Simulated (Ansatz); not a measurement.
## How fast states decay through Y2ClO2F

A new crystal, Y2ClO2F: structure, gap and complex bands. It is built by putting Cl for part of the F in the YOF structure of space group R-3m, with the volume rescaled by atomic radii. The parent structure comes from the Materials Project.

Main program and level: Ansatz 0.2.0; PBE DFT, plane waves, PAW files, in the first sound run; inputs show where later runs differ.

The structure was built from a prototype and need not be the compound's stable phase.

**1. Starting point**

The structure is trigonal, space group R3m (No. 160). Conventional cell: a = 3.920 Å, b = 3.920 Å, c = 19.507 Å, α = 90.00°, β = 90.00°, γ = 120.00°. Y has 4 O at 2.33 to 2.35 Å and 1 F at 2.50 Å and 3 Cl at 2.51 Å nearest. Nearest to Y lie 4 O at 2.33 to 2.35 Å and 1 Cl at 2.50 Å and 3 F at 2.51 Å. Nearest to O lie 4 Y at 2.33 to 2.35 Å. Cl has 4 Y at 2.50 to 2.51 Å nearest. Nearest to F lie 4 Y at 2.50 to 2.51 Å. It derives from YOF. Cl for part of the F in the YOF structure of space group R-3m. Farther neighbours and most contacts between anions are not listed.

Structure file:

```cif
data_structure
_symmetry_space_group_name_H-M 'P 1'
_symmetry_Int_Tables_number 1
_cell_length_a 6.8848
_cell_length_b 6.8848
_cell_length_c 6.8848
_cell_angle_alpha 33.077
_cell_angle_beta 33.077
_cell_angle_gamma 33.077
_cell_volume 86.51
loop_
_atom_site_label
_atom_site_type_symbol
_atom_site_fract_x
_atom_site_fract_y
_atom_site_fract_z
_atom_site_occupancy
Y1 Y 0.74157 0.74157 0.74157 1
Y2 Y 0.25843 0.25843 0.25843 1
O3 O 0.62117 0.62117 0.62117 1
O4 O 0.37883 0.37883 0.37883 1
Cl5 Cl 0.13052 0.13052 0.13052 1
F6 F 0.86948 0.86948 0.86948 1
```

**2. Cell and atoms at rest**

The substituted atoms don't fit the parent's cell, so cell and atoms relax together. A small smearing keeps the run stable in case the gap closes on the way.

File input.yaml:

```yaml
crystal:
  lattice:
    - [1.9598242318, 1.1315050478, 6.5022384561]
    - [-1.9598242318, 1.1315050478, 6.5022384561]
    - [0.0, -2.2630100956, 6.5022384561]
  atoms:
    - { symbol: "Y", position: [0.74157135, 0.74157135, 0.74157135] }
    - { symbol: "Y", position: [0.25842865, 0.25842865, 0.25842865] }
    - { symbol: O, position: [0.62116735, 0.62116735, 0.62116735] }
    - { symbol: O, position: [0.37883265, 0.37883265, 0.37883265] }
    - { symbol: Cl, position: [0.13052214, 0.13052214, 0.13052214] }
    - { symbol: F, position: [0.86947786, 0.86947786, 0.86947786] }
kpoints:
  mp_grid: { grid: [6, 6, 6] }
scf:
  occupations: { method: gaussian, width: 0.03 }
hamiltonian:
  xc: pbe
output:
  forces: true
  stress: true
relax:
  f_tol: 0.02
  max_steps: 60
  cell: {}
```

Command:

```console
$ ansatz run input.yaml --threads 2 --pin off --max-ram 4096MiB --backend cpu --events-out ev --progress --plain --runs-dir out
```

Numbers of over 12 decimals in the logs are rounded to 6 here.

The program printed:

```text
basis.fft_grid_basis auto: the FFT boxes are laid along the combinations [[1, 0, -1], [0, 1, -1], [0, 0, 1]] of the cell's own vectors, 3.920, 3.920 and 6.885 Å long. The dense box has 27×27×48 points. Along the cell's own vectors, as sized, it would have 48×48×48, 3.16 times as many. Of the 6 symmetry operations that the crystal satisfies within crystal.symmetry.tolerance (time reversal apart; of a slab, those that  [...]
Engine: ansatz 0.2.0, aarch64-unknown-linux-gnu
Pseudopotentials: kind: paw
Pseudopotential: Y, paw, valence charge 11, recommended cutoff 420 eV (normal), Y.paw.azcp
Pseudopotential: O, paw, valence charge 6, recommended cutoff 420 eV (normal), O.paw.azcp
Pseudopotential: Cl, paw, valence charge 7, recommended cutoff 420 eV (normal), Cl.paw.azcp
Pseudopotential: F, paw, valence charge 7, recommended cutoff 420 eV (normal), F.paw.azcp
Functional definition: PBE
  parameter kappa = 0.804
  parameter beta = 0.066725
  exchange = pbe_x(kappa = kappa, mu = beta*pi^2/3)
  correlation = pbe_c(beta = beta)
Crystal: 6 atoms, lattice volume = 86.514 Å³
Basis set: ecut = 420 eV, 1725 PW (Γ), FFT grids on a1−a3, a2−a3, a3, exchange–correlation on 54×54×96 points (8 copies of the dense FFT grid, shifted against one another)
Bands: 30, of which v1, the nominal top of the filled ones, is band 24 counted from 1 (23 counted from 0)
Symmetry: 6 space group operations
Space group: R3m (ITA 160), of the structure as read, at distance tolerance 4.4e-5 Å
k-points: 32 of 216 (time reversal used)
Non-local potential: Y, projectors of the file, l = 0: 3, l = 1: 2, l = 2: 2, l = 3: 1
Non-local potential: O, projectors of the file, l = 0: 2, l = 1: 2, l = 2: 1
Non-local potential: Cl, projectors of the file, l = 0: 2, l = 1: 2, l = 2: 2
Non-local potential: F, projectors of the file, l = 0: 2, l = 1: 2, l = 2: 1
PAW form: soft (Blöchl's): semilocal exchange-correlation on the pseudo side does not see the compensation charge
PAW one-centre angular grid: Y, 590 points (default); XC on 64 Gauss nodes
PAW one-centre angular grid: O, 110 points (default); XC on 64 Gauss nodes
PAW one-centre angular grid: Cl, 110 points (default); XC on 64 Gauss nodes
PAW one-centre angular grid: F, 110 points (default); XC on 64 Gauss nodes
Initial density: superposition of atomic densities (neutral atoms: chi_scale 0, normalization atom), corrected by the library's trained network
Initial wavefunctions: pseudopotential atomic-orbital guess
Functional: x = pbe(κ = 0.804, μ = 0.219515), c = pbe(β = 0.066725)
SCF iter   1: F=—  HF=-10731.095709 eV  |F-HF|=—  |Δ(HF+E_count)|=         —  Δρ=1.81e-3  dr2=2.56e-3  ethr=1.77e-3  ⟨swp⟩=6.1  Hψ=4087  notcnv=0
preconditioner: auto → Resta (q_TF=auto, 2.473 Å⁻¹)  ε∞=3.8  [insulator: Δε(μ)=4.608 eV  Ē_g=15.939 eV  σ=0.030 eV  W_gap=1.00  n_scr=28 (ndim 8)  ℏωp=26.5 eV  f_vac=0.041  D(μ)=0.00/eV (n_scr^D=0)  ε∞_Penn≈3.8]
SCF iter   2: F=—  HF=-10731.092610 eV  |F-HF|=—  |Δ(HF+E_count)|=   3.10e-3  Δρ=9.91e-4  dr2=4.91e-4  ethr=5.34e-6  ⟨swp⟩=2.1  Hψ=2004  notcnv=0  defer=20
SCF iter   3: F=—  HF=-10731.092843 eV  |F-HF|=—  |Δ(HF+E_count)|=   2.33e-4  Δρ=4.36e-4  dr2=1.46e-4  ethr=1.02e-6  ⟨swp⟩=2.0  Hψ=1335  notcnv=0  defer=20
SCF iter   4: F=—  HF=-10731.092903 eV  |F-HF|=—  |Δ(HF+E_count)|=   6.02e-5  Δρ=1.43e-4  dr2=2.06e-5  ethr=3.05e-7  ⟨swp⟩=2.0  Hψ=1377  notcnv=0  defer=20
SCF iter   5: F=—  HF=-10731.092868 eV  |F-HF|=—  |Δ(HF+E_count)|=   3.55e-5  Δρ=6.89e-5  dr2=3.18e-6  ethr=4.30e-8  ⟨swp⟩=2.0  Hψ=1394  notcnv=0  defer=20
SCF iter   6: F=—  HF=-10731.092871 eV  |F-HF|=—  |Δ(HF+E_count)|=   2.72e-6  Δρ=4.75e-5  dr2=1.25e-6  ethr=6.62e-9  ⟨swp⟩=2.0  Hψ=1632  notcnv=0  defer=20
SCF iter   7: F=-10731.092871 eV  HF=-10731.092871 eV  |F-HF|=9.03e-8  |Δ(HF+E_count)|=   8.42e-8  Δρ=8.57e-6  dr2=7.47e-8  ethr=2.08e-10  ⟨swp⟩=3.0  Hψ=3813  notcnv=0
SCF 1 converged in 7 iterations: F = -10731.092871 eV  dr2 = 7.47e-8
  greatest PAW one-centre occupation: 0.993 electrons in one spin orbital (limit 2), on the Y atom at site 0 (counted from 0), in its partial waves of l = 0
relax step   1: F+E_penalty+E_count = -10731.09287089 eV  Δ(F+E_penalty+E_count) = +0.000e0 eV  max|allowed force component| = 3.629e0 eV/Å  Δτ_max = 0.0000 Å  P = +10.935 GPa  Ω = 86.514 Å³  (7 SCF iters, dr2 threshold 1.00e-7 eV, accepted)
Crystal: 6 atoms, lattice volume = 92.290 Å³
Basis set: ecut = 420 eV, 1811 PW (Γ), FFT grids on a1−a3, a2−a3, a3, exchange–correlation on 54×54×96 points (8 copies of the dense FFT grid, shifted against one another)
Initial density: handed on by an earlier stage of this run
Initial wavefunctions: those handed on with the density
iter 1 solved again at ethr=7.95e-4 eV; its pass at ethr=3.10e-3 eV (dr2=3.81e-1 eV) is discarded
SCF iter   1: F=—  HF=-10732.057937 eV  |F-HF|=—  |Δ(HF+E_count)|=         —  Δρ=1.99e-2  dr2=3.81e-1  ethr=7.95e-4  ⟨swp⟩=1.2  Hψ=5348  notcnv=0
preconditioner: auto → Resta (q_TF=auto, 2.447 Å⁻¹)  ε∞=3.6  [insulator: Δε(μ)=4.164 eV  Ē_g=15.763 eV  σ=0.030 eV  W_gap=1.00  n_scr=28 (ndim 8)  ℏωp=25.6 eV  f_vac=0.054  D(μ)=0.00/eV (n_scr^D=0)  ε∞_Penn≈3.6]
SCF iter   2: F=—  HF=-10731.965153 eV  |F-HF|=—  |Δ(HF+E_count)|=   9.28e-2  Δρ=9.86e-3  dr2=7.62e-2  ethr=7.94e-4  ⟨swp⟩=3.1  Hψ=1780  notcnv=0
SCF iter   3: F=—  HF=-10731.952751 eV  |F-HF|=—  |Δ(HF+E_count)|=   1.24e-2  Δρ=4.06e-3  dr2=1.27e-2  ethr=1.59e-4  ⟨swp⟩=3.0  Hψ=2016  notcnv=0
SCF iter   4: F=—  HF=-10731.951298 eV  |F-HF|=—  |Δ(HF+E_count)|=   1.45e-3  Δρ=1.49e-3  dr2=1.79e-3  ethr=2.65e-5  ⟨swp⟩=2.0  Hψ=1652  notcnv=0
SCF iter   5: F=—  HF=-10731.951851 eV  |F-HF|=—  |Δ(HF+E_count)|=   5.53e-4  Δρ=6.54e-4  dr2=3.77e-4  ethr=3.74e-6  ⟨swp⟩=2.0  Hψ=1453  notcnv=0  defer=1
SCF iter   6: F=—  HF=-10731.951972 eV  |F-HF|=—  |Δ(HF+E_count)|=   1.21e-4  Δρ=2.37e-4  dr2=5.15e-5  ethr=7.85e-7  ⟨swp⟩=2.0  Hψ=1402  notcnv=0  defer=1
SCF iter   7: F=—  HF=-10731.952022 eV  |F-HF|=—  |Δ(HF+E_count)|=   5.05e-5  Δρ=5.39e-5  dr2=4.20e-6  ethr=1.07e-7  ⟨swp⟩=2.0  Hψ=1339  notcnv=0  defer=1
SCF iter   8: F=-10731.952032 eV  HF=-10731.952032 eV  |F-HF|=5.60e-7  |Δ(HF+E_count)|=   9.41e-6  Δρ=1.39e-5  dr2=2.33e-7  ethr=1.25e-9  ⟨swp⟩=3.0  Hψ=3930  notcnv=0
SCF 2 converged in 8 iterations: F = -10731.952032 eV  dr2 = 2.33e-7
relax step   2: F+E_penalty+E_count = -10731.95203223 eV  Δ(F+E_penalty+E_count) = -8.592e-1 eV  max|allowed force component| = 1.278e0 eV/Å  Δτ_max = 0.1996 Å  P = +1.918 GPa  Ω = 92.290 Å³  energy of the carried Pulay correction = -1.392e-2 eV  (8 SCF iters, dr2 threshold 6.00e-7 eV, accepted)
Crystal: 6 atoms, lattice volume = 95.219 Å³
[...]
relax step  10: F+E_penalty+E_count = -10733.06656554 eV  Δ(F+E_penalty+E_count) = -1.471e-1 eV  max|allowed force component| = 1.841e-2 eV/Å  Δτ_max = 0.0000 Å  P = +1.812 GPa  Ω = 95.981 Å³  stress off target by 4.28e0 GPa  SCF on the basis re-selected at this cell (its energy is not comparable with the rows above)  (9 SCF iters)
relax step  11: F+E_penalty+E_count = -10733.11610164 eV  Δ(F+E_penalty+E_count) = -4.954e-2 eV  max|allowed force component| = 1.692e-1 eV/Å  Δτ_max = 0.0394 Å  P = +0.386 GPa  Ω = 98.416 Å³  energy of the carried Pulay correction = -6.323e-3 eV  (7 SCF iters, dr2 threshold 6.00e-7 eV, accepted)
relax step  12: F+E_penalty+E_count = -10733.12055425 eV  Δ(F+E_penalty+E_count) = -4.453e-3 eV  max|allowed force component| = 1.142e-1 eV/Å  Δτ_max = 0.0336 Å  P = +0.022 GPa  Ω = 99.841 Å³  energy of the carried Pulay correction = -1.062e-2 eV  (7 SCF iters, dr2 threshold 6.00e-7 eV, accepted)
relax step  13: F+E_penalty+E_count = -10733.12038417 eV  Δ(F+E_penalty+E_count) = +1.701e-4 eV  max|allowed force component| = 6.099e-2 eV/Å  Δτ_max = 0.0204 Å  P = +0.049 GPa  Ω = 100.114 Å³  energy of the carried Pulay correction = -1.151e-2 eV  (6 SCF iters, dr2 threshold 6.00e-7 eV, accepted)
relax step  14: F+E_penalty+E_count = -10733.12086788 eV  Δ(F+E_penalty+E_count) = -4.837e-4 eV  max|allowed force component| = 5.213e-3 eV/Å  Δτ_max = 0.0079 Å  P = +0.005 GPa  Ω = 100.089 Å³  energy of the carried Pulay correction = -1.143e-2 eV  (5 SCF iters, dr2 threshold 2.33e-7 eV, accepted)
relax step  15: F+E_penalty+E_count = -10733.14109604 eV  Δ(F+E_penalty+E_count) = -2.023e-2 eV  max|allowed force component| = 4.307e-3 eV/Å  Δτ_max = 0.0000 Å  P = +0.162 GPa  Ω = 100.089 Å³  stress off target by 5.74e-1 GPa  SCF on the basis re-selected at this cell (its energy is not comparable with the rows above)  (8 SCF iters)
relax step  16: F+E_penalty+E_count = -10733.14221720 eV  Δ(F+E_penalty+E_count) = -1.121e-3 eV  max|allowed force component| = 2.916e-2 eV/Å  Δτ_max = 0.0174 Å  P = +0.085 GPa  Ω = 100.805 Å³  energy of the carried Pulay correction = -1.657e-3 eV  (6 SCF iters, dr2 threshold 6.00e-7 eV, accepted)
relax step  17: F+E_penalty+E_count = -10733.14110194 eV  Δ(F+E_penalty+E_count) = +1.115e-3 eV  max|allowed force component| = 5.485e-2 eV/Å  Δτ_max = 0.0239 Å  P = +0.091 GPa  Ω = 101.415 Å³  energy of the carried Pulay correction = -3.127e-3 eV  (7 SCF iters, dr2 threshold 5.31e-8 eV, accepted)
relax step  18: F+E_penalty+E_count = -10733.14095290 eV  Δ(F+E_penalty+E_count) = +1.490e-4 eV  max|allowed force component| = 1.500e-2 eV/Å  Δτ_max = 0.0038 Å  P = -0.021 GPa  Ω = 101.597 Å³  energy of the carried Pulay correction = -3.578e-3 eV  (6 SCF iters, dr2 threshold 1.88e-7 eV, accepted)
relax step  19: F+E_penalty+E_count = -10733.14529454 eV  Δ(F+E_penalty+E_count) = -4.342e-3 eV  max|allowed force component| = 1.519e-2 eV/Å  Δτ_max = 0.0000 Å  P = +0.005 GPa  Ω = 101.597 Å³  stress off target by 7.82e-2 GPa  SCF on the basis re-selected at this cell (its energy is not comparable with the rows above)  (8 SCF iters)
relax step  20: F+E_penalty+E_count = -10733.14491233 eV  Δ(F+E_penalty+E_count) = +3.822e-4 eV  max|allowed force component| = 5.050e-3 eV/Å  Δτ_max = 0.0080 Å  P = +0.024 GPa  Ω = 101.847 Å³  energy of the carried Pulay correction = -5.535e-4 eV  (7 SCF iters, dr2 threshold 1.53e-8 eV, accepted)
relax step  21: F+E_penalty+E_count = -10733.14465694 eV  Δ(F+E_penalty+E_count) = +2.554e-4 eV  max|allowed force component| = 1.841e-3 eV/Å  Δτ_max = 0.0026 Å  P = -0.012 GPa  Ω = 101.968 Å³  energy of the carried Pulay correction = -8.202e-4 eV  (9 SCF iters, accepted)
iter 1 solved again at ethr=2.51e-8 eV; its pass at ethr=3.10e-3 eV (dr2=1.21e-5 eV) is discarded
SCF iter   1: F=—  HF=-10733.145620 eV  |F-HF|=—  |Δ(HF+E_count)|=         —  Δρ=5.00e-5  dr2=2.37e-7  ethr=2.51e-8  ⟨swp⟩=3.7  Hψ=7157  notcnv=0
preconditioner: auto → Resta (q_TF=auto, 2.406 Å⁻¹)  ε∞=3.4  [insulator: Δε(μ)=4.729 eV  Ē_g=15.904 eV  σ=0.030 eV  W_gap=1.00  n_scr=30 (ndim 8)  ℏωp=24.4 eV  f_vac=0.078  D(μ)=0.00/eV (n_scr^D=0)  ε∞_Penn≈3.4]
SCF iter   2: F=—  HF=-10733.145550 eV  |F-HF|=—  |Δ(HF+E_count)|=   6.92e-5  Δρ=2.45e-5  dr2=8.92e-8  ethr=4.94e-10  ⟨swp⟩=2.0  Hψ=1728  notcnv=0
SCF iter   3: F=—  HF=-10733.145558 eV  |F-HF|=—  |Δ(HF+E_count)|=   7.04e-6  Δρ=1.13e-5  dr2=1.21e-8  ethr=1.86e-10  ⟨swp⟩=2.0  Hψ=1416  notcnv=0
SCF iter   4: F=—  HF=-10733.145559 eV  |F-HF|=—  |Δ(HF+E_count)|=   1.80e-6  Δρ=1.24e-6  dr2=7.71e-10  ethr=2.53e-11  ⟨swp⟩=2.0  Hψ=1468  notcnv=0
SCF iter   5: F=—  HF=-10733.145559 eV  |F-HF|=—  |Δ(HF+E_count)|=  5.89e-10  Δρ=3.41e-7  dr2=7.30e-11  ethr=1.61e-12  ⟨swp⟩=2.0  Hψ=1664  notcnv=0
SCF iter   6: F=-10733.145559 eV  HF=-10733.145559 eV  |F-HF|=2.18e-11  |Δ(HF+E_count)|=  1.49e-10  Δρ=1.32e-7  dr2=6.07e-12  ethr=1.00e-12  ⟨swp⟩=4.0  Hψ=3104  notcnv=0
SCF 22 converged in 6 iterations: F = -10733.145559 eV  dr2 = 6.07e-12
relax step  22: F+E_penalty+E_count = -10733.14555933 eV  Δ(F+E_penalty+E_count) = -9.024e-4 eV  max|allowed force component| = 1.861e-3 eV/Å  Δτ_max = 0.0000 Å  P = -0.007 GPa  Ω = 101.968 Å³  stress off target by 1.78e-2 GPa  SCF on the basis re-selected at this cell (its energy is not comparable with the rows above)  (6 SCF iters)
basis re-selected at this cell: Δ(F+E_penalty+E_count) = -9.024e-4 eV, ΔP = +0.004 GPa vs the last step (what re-selecting the basis moved, of the pressure what is left beyond the Pulay correction that the steps carried, after the strain that the cell walked since its last selection, with what the two solves' SCF thresholds leave and, on support functions, any second-order correction that the steps lacked; it is no m [...]
SCF converged after 6 iterations
Free energy (F): -10733.145559 eV
Harris-Foulkes:  -10733.145559 eV  (|F-HF|=2.18e-11)
Internal energy: -10733.145559 eV  (E = F + TS)
E sigma→0 (E₀):  -10733.145559 eV
Fermi energy:    8.266240 eV
--- Per-component energies (eV) ---
  E_band       = -283.486625
  E_kinetic    = 1332.189272
  E_local      = -3400.822640  (includes V_loc(G=0)·N_el)
  E_nonlocal   = 296.447063
  E_hartree    = 1273.019590
  E_xc         = -685.813458
  E_vxc        = -816.806296  (∫ρ·V_xc dr)
  E_paw        = -6826.495695  (= ΣΔE_a)
  E_vpaw       = -240.540282  (= ΣTr[D̂ρ^β])
  E_aug_tail   = 0.007069  (compensation charges beyond the density's cutoff)
  E_ewald      = -2721.676761
  E_smearing   = -0.000000  (= −TS)
  E_closure    = -0.000000  (closes the sum)
  Σ components = -10733.145559   (vs F -10733.145559, Δ=0.00e0)
--- Forces (eV/Å), atoms counted from 1 ---
  atom   1  Y      0.00000000     0.00000000    -0.00186185
  atom   2  Y     -0.00000000    -0.00000000     0.00182021
  atom   3  O      0.00000000     0.00000000     0.00005156
  atom   4  O     -0.00000000    -0.00000000    -0.00063537
  atom   5  Cl     0.00000000    -0.00000000     0.00014422
  atom   6  F      0.00000000     0.00000000     0.00047772
  max |Σ_I F_I| component: 3.51e-6 eV/Å
--- Stress (GPa, compression-positive) ---
       -0.017783       0.000000       0.000000
        0.000000      -0.017783      -0.000000
        0.000000      -0.000000       0.013338
  P = ⅓ Tr σ = -0.0074 GPa (-0.074 kbar)
--- Relaxed structure (18 steps of the walk, 18 accepted, 4 SCFs on fresh bases) ---
  F+E_penalty+E_count = -10733.14555933 eV   max|allowed force component| = 1.861e-3 eV/Å   (the final SCF, on the basis selected at the relaxed cell)
  cell:  # Å, volume = 101.9676 Å³
    - [1.893854, 1.093417, 8.206891]
    - [-1.893854, 1.093417, 8.206891]
    - [0, -2.186834, 8.206891]
  atoms:
    - { symbol: Y, position: [0.718387, 0.718387, 0.718387] }
    - { symbol: Y, position: [0.269049, 0.269049, 0.269049] }
    - { symbol: O, position: [0.628020, 0.628020, 0.628020] }
    - { symbol: O, position: [0.363252, 0.363252, 0.363252] }
    - { symbol: Cl, position: [0.125192, 0.125192, 0.125192] }
    - { symbol: F, position: [0.896100, 0.896100, 0.896100] }
```

The job ended after 74 s (2 threads of Arm Neoverse V2, shared host; peak memory 0.39 GiB).

Step by step:

| step | energy less that of the first step (eV) | largest force component (eV/Å) | pressure (GPa) | volume (Å³) |
| --- | --- | --- | --- | --- |
| 1 | 0.0000 | 3.6293 | 10.94 | 86.51 |
| 2 | -0.8592 | 1.2782 | 1.92 | 92.29 |
| 3 | -1.3844 | 1.0848 | -0.99 | 95.22 |
| 4 | -1.7479 | 0.5830 | 2.73 | 94.44 |
| 5 | -1.8026 | 0.4362 | -0.33 | 97.31 |
| 6 | -1.8233 | 0.1079 | -0.62 | 96.55 |
| 7 | -1.8264 | 0.0706 | 0.08 | 95.96 |
| 8 | -1.8266 | 0.0160 | 0.06 | 95.95 |
| 9 | -1.8266 | 0.0045 | -0.01 | 95.98 |
| 10* | -1.9737 | 0.0184 | 1.81 | 95.98 |
| 11 | -2.0232 | 0.1692 | 0.39 | 98.42 |
| 12 | -2.0277 | 0.1142 | 0.02 | 99.84 |
| 13 | -2.0275 | 0.0610 | 0.05 | 100.11 |
| 14 | -2.0280 | 0.0052 | 0.01 | 100.09 |
| 15* | -2.0482 | 0.0043 | 0.16 | 100.09 |
| 16 | -2.0493 | 0.0292 | 0.09 | 100.80 |
| 17 | -2.0482 | 0.0548 | 0.09 | 101.41 |
| 18 | -2.0481 | 0.0150 | -0.02 | 101.60 |
| 19* | -2.0524 | 0.0152 | 0.00 | 101.60 |
| 20 | -2.0520 | 0.0050 | 0.02 | 101.85 |
| 21 | -2.0518 | 0.0018 | -0.01 | 101.97 |
| 22* | -2.0527 | 0.0019 | -0.01 | 101.97 |

Relaxation steps marked * repeat the geometry before them on a plane-wave basis chosen anew for their cell, so energy and pressure can jump there.

The run keeps the 6 symmetry operations that it works with, so distortions that break them were not tested.

| cell as run | before | after | change |
| --- | --- | --- | --- |
| a (Å) | 6.885 | 8.493 | +23.4 % |
| b (Å) | 6.885 | 8.493 | +23.4 % |
| c (Å) | 6.885 | 8.493 | +23.4 % |
| α (°) | 33.08 | 25.77 | -22.1 % |
| β (°) | 33.08 | 25.77 | -22.1 % |
| γ (°) | 33.08 | 25.77 | -22.1 % |
| volume (Å³/atom) | 14.42 | 16.99 | +17.9 % |

The atoms that moved most (Å, as changes of fractional coordinates times the final cell):

| atom | dx | dy | dz | length |
| --- | --- | --- | --- | --- |
| F6 | 0.000 | 0.000 | 0.655 | 0.655 |
| Y1 | 0.000 | 0.000 | -0.571 | 0.571 |
| O4 | 0.000 | 0.000 | -0.384 | 0.384 |
| Y2 | 0.000 | 0.000 | 0.261 | 0.261 |
| O3 | 0.000 | 0.000 | 0.169 | 0.169 |
| Cl5 | 0.000 | 0.000 | -0.131 | 0.131 |

The relaxed structure:

```xyz
6
Lattice="1.8939 1.0934 8.2069 -1.8939 1.0934 8.2069 0.0000 -2.1868 8.2069" Properties=species:S:1:pos:R:3 pbc="T T T"
Y     0.0000    0.0000   17.6872
Y     0.0000    0.0000    6.6242
O     0.0000    0.0000   15.4623
O     0.0000    0.0000    8.9435
Cl    0.0000    0.0000    3.0823
F     0.0000    0.0000   22.0626
```

Numbers from this step:

- free energy: -10733.1456 eV
- Fermi energy: 8.266 eV
- pressure: -0.007409 GPa

The largest force component on a free atom ends at 0.0019 eV/Å.

(Continued in part 2 of 3.)

[Logs are printed without paths, hosts, clocks, repeated set-up lines and the standing remarks that a program may print on its own settings, such as how far it seeks lower states.]

[Hosts, paths, dates, database ids (printed as entryN), source tags and the programs' standing remarks are cut or masked in the printed files.]

[New means built here by substitution; the compound itself may be known and measured.]
